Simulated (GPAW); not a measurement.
Consider YRh (Pm-3m).

```
Rh Y
1.0
     3.40700    0.00000    0.00000
     0.00000    3.40700    0.00000
     0.00000    0.00000    3.40700
Rh Y
1 1
Direct
  0.00000 0.00000 0.00000
  0.50000 0.50000 0.50000
```

Absorber: atom 2, with 8 Rh at 2.95 Å and 6 Y at 3.41 Å (cube and octahedron, as in bcc, site symmetry m-3m). Method: GPAW, LDA, excited-electron core hole (neutral cell), 8-atom cell with 5.9 Å between holes, 6×6×6 k points, dipole transitions, Gaussian full width 1.5 eV up to 4 eV, rising linearly to 3.5 eV at 25 eV.

Q: What does the Y L₃ edge look like?

Main maxima up to 30 eV above the zero (height): 1.0 eV (3.04), 3.8 eV (2.07), 11.4 eV (0.86), 18.4 eV (0.65) and 29.2 eV (0.58). At an L edge the dipole rule selects empty d (and weakly s) states on the absorber, and the strong line at the onset measures the empty part of its d band. 

The Y L₃ spectrum (energy from the lowest empty level; intensity scaled to a mean of 1 over the first 20 eV):

```
E (eV)  intensity
  -2.0       0.00
  -1.5       0.02
  -1.0       0.11
  -0.5       0.49
   0.0       1.32
   0.5       2.42
   1.0       3.04
   1.5       2.73
   2.0       2.01
   2.5       1.64
   3.0       1.74
   3.5       2.01
   4.0       2.03
   4.5       1.69
   5.0       1.25
   5.5       0.96
   6.0       0.83
   6.5       0.77
   7.0       0.68
   7.5       0.57
   8.0       0.49
   8.5       0.50
   9.0       0.56
   9.5       0.64
  10.0       0.72
  10.5       0.79
  11.0       0.85
  11.5       0.86
  12.0       0.82
  12.5       0.74
  13.0       0.65
  13.5       0.56
  14.0       0.49
  14.5       0.43
  15.0       0.41
  15.5       0.41
  16.0       0.44
  16.5       0.49
  17.0       0.56
  17.5       0.61
  18.0       0.65
  18.5       0.65
  19.0       0.63
  19.5       0.60
  20.0       0.56
  20.5       0.54
  21.0       0.52
  21.5       0.52
  22.0       0.51
  22.5       0.50
  23.0       0.49
  23.5       0.50
  24.0       0.50
  24.5       0.52
  25.0       0.54
  25.5       0.55
  26.0       0.56
  26.5       0.56
  27.0       0.56
  27.5       0.56
  28.0       0.56
  28.5       0.57
  29.0       0.58
  29.5       0.57
  30.0       0.56
  30.5       0.53
  31.0       0.50
  31.5       0.47
  32.0       0.45
```

Only the L₃ part is meant: spin–orbit coupling of the core level isn't computed and the L₂ copy isn't added. The holes are only 5.9 Å apart, so the shape is probably not converged with cell size; no larger cell was run here. The structure is a published determination, not relaxed.

[Banner, clock and machine lines of the logs are left out without a mark of their own.]

[Logs are printed without paths, hosts, clocks, repeated set-up lines and the standing remarks that a program may print on its own settings, such as how far it seeks lower states.]

[Hosts, paths, dates, database ids (printed as entryN), source tags and the programs' standing remarks are cut or masked in the printed files.]

[Lists of maxima count a maximum above −3 eV only where it reaches 4 % of the highest in the window and stands out from its surroundings by 2 % of it (1.5 % where it reaches 55 %); shoulders and weaker maxima are passed over, and of the rest the first, up to two pre-edge ones and the few strongest are named.]
